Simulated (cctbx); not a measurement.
**Diagnosing a refinement**

Cell a = 12.6570 Å, b = 8.9210 Å, c = 8.0660 Å, α = 90.00°, β = 90.00°, γ = 90.00°; space group Pnma (no. 62). The compound is TmTl2Cl5.

Simulated single-crystal data (cctbx): Mo Kα, λ = 0.71073 Å, to d = 0.7 Å, 80 % of the full sphere, strongest reflection 5000 counts, noise from counting, a 6 % proportional error and a noise floor of 2 counts (s.d.); no absorption.

An anisotropic refinement with weights 1/σ² prints:

```text
Rint 0.075, 1466 unique reflections to 0.70 A
cycle     R1     wR2    GooF  max shift (A)
   1  0.0805  0.1916   3.025   0.00952
   2  0.0810  0.1896   2.993   0.00001
final R1 0.0810 wR2 0.1896 GooF 2.993  parameters 36  data/parameter 40.7
atom        x        y        z      Ueq    occ   su(xyz)  su(Uiso or U11)
Tl1    0.32420  0.50898  0.44513   0.0111  1.000  0.00009  0.0004
Tm1    0.99327  0.75000  0.58239   0.0111  1.000  0.00016  0.0006
Cl1    0.70796  0.75000  0.83663   0.0225  1.000  0.00117  0.0037
Cl2    0.98947  0.75000  0.94023   0.0161  1.000  0.00091  0.0031
Cl3    0.07787  0.54388  0.33543   0.0165  1.000  0.00070  0.0023
difference map: max 51.52 min -2.99 rms 1.30
Q1    0.1773  0.2500  0.6281    4   53.97  2.75 A from Tm1
Q2    0.1790  0.0135  0.9498    8    6.26  0.07 A from Tl1
Q3    0.0127  0.2500  0.3976    4    5.67  0.18 A from Tm1
Q4    0.1835  0.7500  0.6449    4    2.77  0.34 A from Cl1
Q5    0.0153  0.2500  0.0990    4    2.71  0.32 A from Cl2
Q6    0.2138  0.1643  0.6950    8    2.65  2.49 A from Tl1
```

Q: Accept it or mend it, and why?

Mend it. The fault: an atom left out, Cl at (0.8228, 3/4, 0.3719). Against the right model at the same level, R1 goes from 0.0248 to 0.0810 and GooF from 0.93 to 2.99 and the top difference peak, 54.0 e/Å³, lies 2.75 Å from Tm1. Q1 is the missing atom. With scattering power missing, scale and phases suffer, so peaks may also grow on the heavy atoms.

The compound is TmTl2Cl5. The right model at the same level gives:

```text
Rint 0.075, 1466 unique reflections to 0.70 A
cycle     R1     wR2    GooF  max shift (A)
   1  0.0250  0.0592   0.936   0.00046
   2  0.0248  0.0586   0.928   0.00000
final R1 0.0248 wR2 0.0586 GooF 0.928  parameters 42  data/parameter 34.9
atom        x        y        z      Ueq    occ   su(xyz)  su(Uiso or U11)
Tl1    0.32418  0.50903  0.44519   0.0120  1.000  0.00003  0.0001
Tm1    0.99320  0.75000  0.58250   0.0121  1.000  0.00005  0.0002
Cl1    0.70736  0.75000  0.83732   0.0230  1.000  0.00035  0.0011
Cl2    0.98946  0.75000  0.93914   0.0177  1.000  0.00029  0.0010
Cl3    0.07788  0.54379  0.33601   0.0178  1.000  0.00021  0.0007
Cl4    0.82278  0.75000  0.37157   0.0222  1.000  0.00033  0.0011
difference map: max 1.82 min -1.92 rms 0.43
Q1    0.2451  0.2500  0.5045    4    1.98  1.32 A from Cl4
Q2    0.1011  0.7500  0.4009    4    1.88  1.94 A from Cl3
Q3    0.2062  0.5664  0.0540    8    1.69  1.17 A from Tl1
Q4    0.0627  0.2500  0.8240    4    1.69  2.02 A from Cl2
Q5    0.0766  0.2500  0.9289    4    1.64  1.35 A from Cl2
Q6    0.0798  0.2500  0.1251    4    1.62  1.02 A from Cl2
```

The model was made for the exercise: a known structure type with other elements put in, its volume estimated, not relaxed; displacement parameters are assumed.

[Middle refinement cycles are left out of these outputs.]

[Logs are printed without paths, hosts, clocks, repeated set-up lines and the standing remarks that a program may print on its own settings, such as how far it seeks lower states.]
